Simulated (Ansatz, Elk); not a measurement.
# Bonding as seen by X-rays: Zn2SnS4

Structure refinements treat a crystal as free atoms side by side. For a made-up structure of Zn2SnS4 (cell and positions from a PBE relaxation) the runs below show what the calculated density changes in F(hkl).

Program: Elk 11.2.3 (patched build). Level of theory: DFT, PBE, all-electron APW+lo, Dirac cores, scalar-relativistic bands, static density, no spin. Results are calculated unless marked as measured.

The structure was built from a prototype and need not be the compound's stable phase.

### Step 1. Set-up

It takes space group Cmmm (No. 65, orthorhombic). Conventional cell: a = 7.327 Å, b = 10.368 Å, c = 3.655 Å, α = 90.00°, β = 90.00°, γ = 90.00°. Nearest to Sn lie 6 S at 2.55 to 2.57 Å. Nearest to Zn lie 6 S at 2.59 Å. S has 2 Sn at 2.57 Å and 2 Zn at 2.59 Å nearest. S has 1 Sn at 2.55 Å and 4 Zn at 2.59 Å nearest. Farther neighbours and most contacts between anions are not listed.

### Step 2. Ground state and structure factors

An all-electron density is needed, since X-rays see the cores too. Task 0 finds the density and task 195 Fourier-transforms it; tshift is off so that phases refer to the origin typed.

File elk.in:

```
tasks
  0
  195

xctype
  20

spinpol
  .false.

rgkmax
  7.0

gmaxvr
  14.0

lmaxo
  7

lmaxapw
  8

swidth
  0.002

tshift
  .false.

ramdisk
  .false.

hmaxvr
  5.5

maxscl
  120

epspot
  1e-06

sppath
  './'

avec
  6.92288582024 -9.79616781315 0.00000000000
  6.92288582024 9.79616781315 0.00000000000
  0.00000000000 0.00000000000 6.90686781385

atoms
  3
  'Sn.in'
  1
  -0.0000000000 -0.0000000000 0.0000000000   0.000000 0.000000 0.000000
  'Zn.in'
  2
  0.0000000000 0.5000000000 0.5000000000   0.000000 0.000000 0.000000
  0.5000000000 0.0000000000 0.5000000000   0.000000 0.000000 0.000000
  'S.in'
  4
  0.7526833117 0.7526833117 0.5000000000   0.000000 0.000000 0.000000
  0.2473166883 0.2473166883 0.5000000000   0.000000 0.000000 0.000000
  0.7544721921 0.2455278079 0.0000000000   0.000000 0.000000 0.000000
  0.2455278079 0.7544721921 0.0000000000   0.000000 0.000000 0.000000

ngridk
  4 4 6
```

On the command line:

```console
$ OMP_NUM_THREADS=4 elk
```

Numbers of over 12 decimals in the logs are rounded to 6 here.

The log of the run:

```text
┌─────────────────────────┐
│ Elk code version 11.2.3 │
└─────────────────────────┘

All units are atomic (Hartree, Bohr, etc.)

┌─────────────────────────────────────────────────┐
│ Ground-state run starting from atomic densities │
└─────────────────────────────────────────────────┘

Lattice vectors :
   6.922885820      -9.796167813       0.000000000
   6.922885820       9.796167813       0.000000000
   0.000000000       0.000000000       6.906867814

Reciprocal lattice vectors :
  0.4537981320     -0.3206960838       0.000000000
  0.4537981320      0.3206960838      -0.000000000
  -0.000000000       0.000000000      0.9097011086

Unit cell volume      :    936.8164866
Brillouin zone volume :   0.2647799404

Muffin-tin inner radius fraction :   0.1000000000E-01

Nuclei treated as point charges

Species : 1 (Sn)
 parameters loaded from : Sn.in
 name : tin
 nuclear charge    :   -50.00000000
 electronic charge :    50.00000000
 atomic mass :    216395.0922
 muffin-tin radius :    2.578584243
 number of radial points in muffin-tin :   1193
 inner part over the whole radius :   0.9937921118E-02
 number on inner part of muffin-tin    :    850
 approximate nuclear radius :   0.8828114845E-04
 number of mesh points to nuclear radius :    428
 atomic positions (lattice), magnetic fields (Cartesian) :
  1 :   0.00000000  0.00000000  0.00000000    0.00000000  0.00000000  0.00000000

Species : 2 (Zn)
 parameters loaded from : Zn.in
 name : zinc
 nuclear charge    :   -30.00000000
 electronic charge :    30.00000000
 atomic mass :    119233.3130
 muffin-tin radius :    2.400000000
 number of radial points in muffin-tin :    993
 inner part over the whole radius :   0.9843840322E-02
 number on inner part of muffin-tin    :    701
 approximate nuclear radius :   0.7484757725E-04
 number of mesh points to nuclear radius :    337
 atomic positions (lattice), magnetic fields (Cartesian) :
  1 :   0.00000000  0.50000000  0.50000000    0.00000000  0.00000000  0.00000000
  2 :   0.50000000  0.00000000  0.50000000    0.00000000  0.00000000  0.00000000

Species : 3 (S)
 parameters loaded from : S.in
 name : sulphur
 nuclear charge    :   -16.00000000
 electronic charge :    16.00000000
 atomic mass :    58450.91931
 muffin-tin radius :    2.181878975
 number of radial points in muffin-tin :    793
 inner part over the whole radius :   0.9915273010E-02
 number on inner part of muffin-tin    :    554
 approximate nuclear radius :   0.6195814986E-04
 number of mesh points to nuclear radius :    251
 atomic positions (lattice), magnetic fields (Cartesian) :
  1 :  -0.24731669 -0.24731669  0.50000000    0.00000000  0.00000000  0.00000000
  2 :   0.24731669  0.24731669  0.50000000    0.00000000  0.00000000  0.00000000
  3 :  -0.24552781  0.24552781  0.00000000    0.00000000  0.00000000  0.00000000
  4 :   0.24552781 -0.24552781  0.00000000    0.00000000  0.00000000  0.00000000

Total number of atoms per unit cell :    7
Total muffin-tin volume :    361.6661448
 ratio of muffin-tin to unit cell volume :   0.3860586892

Spin treatment :
 spin-unpolarised

Number of Bravais lattice symmetries :    8
Number of crystal symmetries         :    8
Crystal has inversion symmetry
Real symmetric eigensolver will be used

k-point grid :      4     4     6
k-point offset :    0.000000000       0.000000000       0.000000000
k-point set is reduced with full crystal symmetry group
Total number of k-points :       28

Muffin-tin radius times maximum |G+k| :    7.000000000
 using average radius
Maximum |G+k| for APW functions       :    3.042325552
Maximum (1/2)|G+k|²                   :    4.627872381
Maximum |G| for potential and density :    14.00000000
Constant for pseudocharge density :    9
 order of it for each species :   16  16  16
 order of it for pair densities of each species (exact exchange by exxq0 0: 17) :   12  11   8
Radial integration step length :    1

G-vector grid sizes :     54    54    32
Number of G-vectors :    43475

Maximum angular momentum used for
[...]
xc potential                :     -540.26967840310
 exchange                    :     -403.06381234926
 correlation                 :     -8.133253
 electron entropic           :    -0.44818538229346E-05
 total energy                :     -11370.125243095

Density of states at Fermi energy :   0.1509480288
 (states/Hartree/unit cell)

Estimated indirect band gap :   0.2390910000E-01
 from k-point 1 to k-point 28
Estimated direct band gap   :   0.2412968317E-01
 at k-point 28

Charges :
 core                        :    94.00000000
 valence                     :    80.00000000
 interstitial                :    10.48184008
 muffin-tins (core leakage)
  species : 1 (Sn)
[...]
species : 2 (Zn)
[...]
species : 3 (S)
[...]
total in muffin-tins        :    163.5181599
 total calculated charge     :    173.9991987
 total charge                :    174.0000000
 error                       :   0.8012794375E-03

RMS change in Kohn-Sham potential (target) :   0.3466819510     (  0.1000000000E-05)
Absolute change in total energy (target)   :   0.6061439224     (  0.1000000000E-03)

[... loops 3 to 14 left out ...]

┌──────────────────┐
│ Loop number : 15 │
└──────────────────┘

Energies :
 Fermi                       :     0.161412
 sum of occupied eigenvalues :     -6684.2639495751
 electron kinetic            :      11766.728880480
 core electron kinetic       :      11049.801321533
 Coulomb                     :     -22723.586146873
 Coulomb potential           :     -17916.148389452
 nuclear-nuclear             :     -1251.4769715360
 electron-nuclear            :     -25055.650789385
 Hartree                     :      3583.5416140481
 Madelung                    :     -13765.511952147
 xc potential                :     -534.84444060304
 exchange                    :     -403.20277672987
 correlation                 :     -8.144005
 electron entropic           :    -0.19012935398905E-03
 total energy                :     -11368.204237936

Density of states at Fermi energy :    10.04533179
 (states/Hartree/unit cell)

Estimated indirect band gap :   0.1854786832E-01
 from k-point 1 to k-point 1
Estimated direct band gap   :   0.1854786832E-01
 at k-point 1

Charges :
 core                        :    94.00000000
 valence                     :    80.00000000
 interstitial                :    10.55816062
 muffin-tins (core leakage)
  species : 1 (Sn)
[...]
species : 2 (Zn)
[...]
species : 3 (S)
[...]
total in muffin-tins        :    163.4418394
 total calculated charge     :    173.9992025
 total charge                :    174.0000000
 error                       :   0.7975123709E-03

RMS change in Kohn-Sham potential (target) :   0.2645782095E-06 (  0.1000000000E-05)
Absolute change in total energy (target)   :   0.6384701919E-04 (  0.1000000000E-03)

Convergence targets achieved

┌──────────────────┐
│ Loop number : 16 │
└──────────────────┘

Energies :
 Fermi                       :     0.161412
 sum of occupied eigenvalues :     -6684.2639395100
 electron kinetic            :      11766.728891887
 core electron kinetic       :      11049.801329015
 Coulomb                     :     -22723.586149358
 Coulomb potential           :     -17916.148383087
 nuclear-nuclear             :     -1251.4769715360
 electron-nuclear            :     -25055.650799815
 Hartree                     :      3583.5416219933
 Madelung                    :     -13765.511957815
 xc potential                :     -534.84444831030
 exchange                    :     -403.20277657737
 correlation                 :     -8.144005
 electron entropic           :    -0.19012937786429E-03
 total energy                :     -11368.204228875

Density of states at Fermi energy :    10.04533267
 (states/Hartree/unit cell)

Estimated indirect band gap :   0.1854782839E-01
 from k-point 1 to k-point 1
Estimated direct band gap   :   0.1854782839E-01
 at k-point 1

Charges :
 core                        :    94.00000000
 valence                     :    80.00000000
 interstitial                :    10.55816010
 muffin-tins (core leakage)
  species : 1 (Sn)
[...]
species : 2 (Zn)
[...]
species : 3 (S)
[...]
atom 2                    :    14.45965756     (  0.7894672027E-04)
   atom 3                    :    14.47011767     (  0.7896759822E-04)
   atom 4                    :    14.47011767     (  0.7896759822E-04)
 total in muffin-tins        :    163.4418399
 total calculated charge     :    173.9992025
 total charge                :    174.0000000
 error                       :   0.7975124309E-03

┌──────────────────────────────┐
│ Self-consistent loop stopped │
└──────────────────────────────┘

Wrote STATE.OUT
```

The job ended after 48 s (4 threads of Arm Neoverse V2, shared host; peak memory 0.25 GiB).

SFACRHO.OUT:

```text

h k l indices transformed by vhmat matrix:
   1.000000000       0.000000000       0.000000000    
   0.000000000       1.000000000       0.000000000    
   0.000000000       0.000000000       1.000000000    

      h      k      l  multipl.   |H|            Re(F)            Im(F)           |F|

      0      0      0      1   0.0000000       174.00000      0.94422159E-16   174.00000    
     -1      0      0      4  0.55567861       48.608561      0.32502351E-14   48.608561    
     -1      1      0      2  0.64139217      -9.3533342      0.13204080E-14   9.3533342    
     -1     -1      0      2  0.90759626      -8.8490598     -0.32645645E-13   8.8490598    
      0      0     -1      2  0.90970111      -8.9436880     -0.41893537E-13   8.9436880    
     -2      1      0      4   1.0637418       40.963035      0.97507053E-14   40.963035    
      0     -1     -1      8   1.0659901       42.915473      0.13000940E-13   42.915473    
      0      2      0      4   1.1113572       44.160822     -0.34533748E-13   44.160822    
      1     -1     -1      4   1.1130768       44.073428      0.26712870E-13   44.073428    
      2     -2      0      2   1.2827843       134.98646     -0.26408160E-14   134.98646    
      1      1     -1      4   1.2850242       135.02927      0.29045356E-13   135.02927    
      2      1      0      4   1.3986567       39.035926      0.65004702E-14   39.035926    
      2     -1      1      8   1.3996795       37.292498     -0.16251176E-14   37.292498    
     -2      0      1      8   1.4362002      -7.7057991     -0.17266874E-14   7.7057991    
     -1      3      0      4   1.5713900      -7.5146379      0.19704550E-13   7.5146379    
      2     -2     -1      4   1.5726067      -7.5567171     -0.22548506E-13   7.5567171    
     -2      3      0      4   1.6664580       40.625320     -0.32502351E-14   40.625320    
      0     -3      0      4   1.6670358       34.468965      0.48753527E-14   34.468965
```

Elk indexes on the primitive cell of elk.in and gives |H| = 4π sin θ/λ in inverse bohr. Below, one row stands for each form hkl of the conventional cell (m members, Friedel mates merged), F is for one primitive cell and the density is static (no thermal factor). Free-atom factors are Waasmaier and Kirfel's, and R is Σm||F|−|F'||/Σm|F|.

| hkl | m | sin θ/λ (Å⁻¹) | abs F, DFT | neutral atoms | diff. |
| --- | --- | --- | --- | --- | --- |
| 110 | 4 | 0.084 | 48.609 | 48.622 | -0.014 |
| 020 | 2 | 0.097 | 9.353 | 9.497 | -0.144 |
| 200 | 2 | 0.137 | 8.849 | 9.079 | -0.230 |
| 001 | 2 | 0.137 | 8.944 | 9.090 | -0.146 |
| 130 | 4 | 0.160 | 40.963 | 41.047 | -0.084 |
| 111 | 8 | 0.160 | 42.916 | 42.954 | -0.039 |
| 220 | 4 | 0.167 | 44.161 | 45.078 | -0.917 |
| 021 | 4 | 0.167 | 44.073 | 45.061 | -0.987 |
| 040 | 2 | 0.193 | 134.987 | 134.860 | +0.127 |
| 201 | 4 | 0.193 | 135.029 | 134.908 | +0.121 |
| 310 | 4 | 0.210 | 39.036 | 39.215 | -0.180 |
| 131 | 8 | 0.210 | 37.292 | 37.503 | -0.211 |
| 221 | 8 | 0.216 | 7.706 | 8.006 | -0.300 |
| 240 | 4 | 0.236 | 7.515 | 7.844 | -0.329 |
| 041 | 4 | 0.236 | 7.557 | 7.853 | -0.296 |
| 150 | 4 | 0.251 | 40.625 | 40.538 | +0.088 |
| 330 | 4 | 0.251 | 34.469 | 34.749 | -0.280 |
| 311 | 8 | 0.251 | 39.050 | 38.968 | +0.082 |

### Step 3. The highest occupied states alone

An energy window below the Fermi level keeps the highest occupied states, to see at which angles they scatter; shallow core shells can lie inside it and anion s states outside. No new self-consistency is needed.

Edit elk.in of step 2 so:

```diff
@@ -1,3 +1,2 @@
 tasks
-  0
   195
@@ -40,2 +39,5 @@
 
+wsfac
+  -0.389830 0.461410
+
 sppath
```

On the command line:

```console
$ OMP_NUM_THREADS=4 elk
```

The log of the run:

```text
┌─────────────────────────────────┐
│ Elk code version 11.2.3 started │
└─────────────────────────────────┘

Info(readinput): the functional depends on the density's gradient
 muffin-tin radial points multiplied by    2.00000
 (not where nrmtscf is given)

┌────────────────────┐
│ Current task : 195 │
└────────────────────┘
Info(checkmt): changed muffin-tin radius of species 1 (Sn) from   2.6000 to   2.5786
Info(checkmt): changed muffin-tin radius of species 3 (S) from   2.2000 to   2.1819

Info(sfacrho): density structure factors written to SFACRHO.OUT

 Energy window :  -0.3898300000      0.4614100000

┌──────────────────┐
│ Elk code stopped │
└──────────────────┘
```

Wall time 16 s (4 threads); peak memory 0.2 GiB.

States within 15 eV below the Fermi level hold 52.00 electrons; any levels below the window count with the cores. Their amplitudes can exceed the total, where window and core parts have opposite phase:

| hkl | sin θ/λ (Å⁻¹) | abs F, window | abs F, all |
| --- | --- | --- | --- |
| 110 | 0.084 | 2.927 | 48.609 |
| 020 | 0.097 | 18.481 | 9.353 |
| 200 | 0.137 | 17.165 | 8.849 |
| 001 | 0.137 | 17.237 | 8.944 |
| 130 | 0.160 | 0.310 | 40.963 |
| 111 | 0.160 | 0.763 | 42.916 |
| 220 | 0.167 | 6.859 | 44.161 |
| 021 | 0.167 | 6.798 | 44.073 |
| 040 | 0.193 | 23.436 | 134.987 |
| 201 | 0.193 | 23.398 | 135.029 |

### Step 4. Another functional

The difference from free atoms is small, so it is set against the change that LDA (Perdew-Wang) makes.

Edit elk.in of step 3 so:

```diff
@@ -1,2 +1,3 @@
 tasks
+  0
   195
@@ -4,3 +5,3 @@
 xctype
-  20
+  3
 
@@ -39,5 +40,2 @@
 
-wsfac
-  -0.389830 0.461410
-
 sppath
```

On the command line:

```console
$ OMP_NUM_THREADS=4 elk
```

The log of the run:

```text
┌─────────────────────────┐
│ Elk code version 11.2.3 │
└─────────────────────────┘

All units are atomic (Hartree, Bohr, etc.)

┌─────────────────────────────────────────────────┐
│ Ground-state run starting from atomic densities │
└─────────────────────────────────────────────────┘

Lattice vectors :
   6.922885820      -9.796167813       0.000000000
   6.922885820       9.796167813       0.000000000
   0.000000000       0.000000000       6.906867814

Reciprocal lattice vectors :
  0.4537981320     -0.3206960838       0.000000000
[...]
interstitial                :    10.58241696
 muffin-tins (core leakage)
  species : 1 (Sn)
[...]
species : 2 (Zn)
[...]
species : 3 (S)
[...]
atom 3                    :    14.43783064     (  0.7252356382E-04)
   atom 4                    :    14.43783064     (  0.7252356382E-04)
 total in muffin-tins        :    163.4175830
 total calculated charge     :    173.9992380
 total charge                :    174.0000000
 error                       :   0.7619843796E-03

┌──────────────────────────────┐
│ Self-consistent loop stopped │
└──────────────────────────────┘

Wrote STATE.OUT
[key lines of the parts left out:]
total energy                :     -11352.777595123
```

Wall time 32 s (4 threads); peak memory 0.2 GiB.

Against the first run R = 0.07 %; the largest change is -0.101 at 260.

### Step 5. Basis size

A smaller basis shows how fast F responds to it; the change is likely larger than the basis error of the first run, but doesn't show convergence.

Edit elk.in of step 4 so:

```diff
@@ -5,3 +5,3 @@
 xctype
-  3
+  20
 
@@ -11,3 +11,3 @@
 rgkmax
-  7.0
+  5.5
```

On the command line:

```console
$ OMP_NUM_THREADS=4 elk
```

The log of the run:

```text
┌─────────────────────────┐
│ Elk code version 11.2.3 │
└─────────────────────────┘

All units are atomic (Hartree, Bohr, etc.)

┌─────────────────────────────────────────────────┐
│ Ground-state run starting from atomic densities │
└─────────────────────────────────────────────────┘

Lattice vectors :
   6.922885820      -9.796167813       0.000000000
   6.922885820       9.796167813       0.000000000
   0.000000000       0.000000000       6.906867814

Reciprocal lattice vectors :
  0.4537981320     -0.3206960838       0.000000000
[...]
interstitial                :    10.75608850
 muffin-tins (core leakage)
  species : 1 (Sn)
[...]
species : 2 (Zn)
[...]
species : 3 (S)
[...]
atom 3                    :    14.43750753     (  0.7855456371E-04)
   atom 4                    :    14.43750753     (  0.7855456371E-04)
 total in muffin-tins        :    163.2439115
 total calculated charge     :    173.9993213
 total charge                :    174.0000000
 error                       :   0.6786641248E-03

┌──────────────────────────────┐
│ Self-consistent loop stopped │
└──────────────────────────────┘

Wrote STATE.OUT
[key lines of the parts left out:]
total energy                :     -11368.074577946
```

The job ended after 39 s (4 threads; peak memory 0.23 GiB).

Against the first run R = 0.05 %; the largest change is +0.072 at 260.

### Step 6. Settings against the effect

| run | R against the first run (%) | R against neutral atoms, low angle (%) | wall time |
| --- | --- | --- | --- |
| PBE, rgkmax 7 | 0.00 | 0.54 | 48 s |
| LDA (Perdew-Wang) | 0.07 | 0.54 | 32 s |
| rgkmax 5.5 | 0.05 | 0.53 | 39 s |

### Step 7. What came out

| Item | Value |
| --- | --- |
| R against neutral atoms, sin θ/λ < 0.3 Å⁻¹ | 0.54 % |
| R against neutral atoms, 0.3 to 0.57 Å⁻¹ | 0.21 % |

**Reading.** Independent neutral atoms miss the calculated amplitudes by R = 0.54 % below 0.3 Å⁻¹ and 0.21 % from there to 0.57 Å⁻¹; by shells, 0.44 % below 0.15 Å⁻¹ (4 forms), 0.55 % 0.15 to 0.3 (23 forms), 0.29 % 0.3 to 0.45 (52 forms), 0.14 % above 0.45 (70 forms). Bonding, aspherical density and the tables' own atoms all enter these figures, and the runs don't part them. The largest change of an amplitude is -0.99 electrons, at 021. The window's part falls from 52.0 electrons at the origin to at most 6.17 between 0.45 and 0.57 Å⁻¹, where compact states inside the window still scatter. Below 0.3 Å⁻¹ the changes that finished (LDA (Perdew-Wang) and rgkmax 5.5) move F by R = 0.04 % at most, against the 0.54 % that separates it from free atoms. The k-mesh has no finished test. Part of the difference isn't bonding: the tables are fits to free atoms and ions calculated by other methods than this functional. Thermal motion, anomalous dispersion and extinction are left out.

[Logs are printed without paths, hosts, clocks, repeated set-up lines and the standing remarks that a program may print on its own settings, such as how far it seeks lower states.]

[Hosts, paths, dates, database ids (printed as entryN), source tags and the programs' standing remarks are cut or masked in the printed files.]
